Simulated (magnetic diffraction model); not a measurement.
# Magnetic neutron pattern of PrFe2Sn2

Space group I4/mmm (no. 139), a = 4.3330 Å, c = 11.0580 Å.

```csv
site,atom,x,y,z
2a,Pr,0,0,0
4e,Sn,1/2,1/2,0.1312
4d,Fe,1/2,0,1/4
```

This is a made-up structure (elements placed in a structure type, unrelaxed), so the numbers test the method and describe no known phase.

Only Pr and Fe are taken to order (form factors of Pr3+ and Fe2+); orders and moment sizes are assumed, and not adapted to the symmetry. Radiation: neutrons of λ = 2.0775 Å, 8° to 85°; isotropic B of 0.48 Å² (Pr), 0.59 Å² (Sn) and 0.84 Å² (Fe). The intensities are simulated: I ∝ L Σ (|F_N|² + |F_M⊥|²) for unpolarised neutrons, with F_M = 2.695 fm/μB × Σ f(s) S exp(2πi Q·r) exp(−B s²) at Q = H ± k (one set where k and −k are equivalent), only the part normal to Q counting and L = 1/(sin²θ cos θ). For collinear order S is the moment m, which repeats by lattice and centring translations R with the sign exp(−2πi k·R). Form factors are spin-only for 3d ions and dipole or tabulated for f ions, scattering lengths are Sears's of 1992, and absorption is left out. A label names one of the reflections at its angle. The strongest nuclear line in the range is 100, and lines under 0.2 are left out.

Assume the order k = (0 1 0), collinear moments along [001], 1.9 μB on Pr and 1.59 μB on Fe; signs + at (0, 0, 0), − at (1/2, 0, 1/4), − at (0, 1/2, 1/4).

Predict the pattern, nuclear and magnetic parts apart.

| 2θ (°) | index | nuclear | magnetic |
| --- | --- | --- | --- |
| 21.66 | (0 0 2) | 47.9 | 0.0 |
| 27.74 | (1 0 0) | 0.0 | 6.2 |
| 29.84 | (1 0 1) | 6.6 | 0.0 |
| 35.47 | (1 0 2) | 0.0 | 4.5 |
| 39.64 | (1 1 0) | 0.4 | 0.0 |
| 41.20 | (1 1 1) | 0.0 | 14.2 |
| 43.43 | (1 0 3) | 45.1 | 0.0 |
| 44.14 | (0 0 4) | 6.5 | 0.0 |
| 45.61 | (1 1 2) | 100.0 | 0.0 |
| 52.32 | (1 1 3) | 0.0 | 4.7 |
| 52.94 | (1 0 4) | 0.0 | 0.9 |
| 57.30 | (2 0 0) | 85.6 | 0.0 |
| 58.49 | (2 0 1) | 0.0 | 5.5 |
| 60.81 | (1 1 4) | 84.3 | 0.0 |
| 61.99 | (2 0 2) | 26.4 | 0.0 |
| 63.65 | (1 0 5) | 15.1 | 0.0 |
| 64.83 | (2 1 0) | 0.0 | 1.9 |
| 65.94 | (2 1 1) | 3.2 | 0.0 |
| 67.58 | (2 0 3) | 0.0 | 2.8 |
| 68.61 | (0 0 6) | 3.1 | 0.0 |
| 69.22 | (2 1 2) | 0.0 | 3.0 |
| 70.80 | (1 1 5) | 0.0 | 1.1 |
| 74.55 | (2 1 3) | 37.0 | 0.0 |
| 75.06 | (2 0 4) | 10.4 | 0.0 |
| 75.54 | (1 0 6) | 0.0 | 0.2 |
| 81.78 | (2 1 4) | 0.0 | 1.6 |
| 82.25 | (1 1 6) | 53.0 | 0.0 |
| 84.32 | (2 0 5) | 0.0 | 1.0 |

The strongest magnetic line in the range is (1 1 1) at 41.20° (14.2). On top of the Lorentz factor, which all lines share, magnetic lines fade with angle because f falls: for Pr3+ it is 0.97, 0.88, 0.76 and 0.50 at sin θ/λ = 0.1, 0.2, 0.3 and 0.5 Å⁻¹, while nuclear lengths stay constant. The order has no net moment.

[Logs are printed without paths, hosts, clocks, repeated set-up lines and the standing remarks that a program may print on its own settings, such as how far it seeks lower states.]
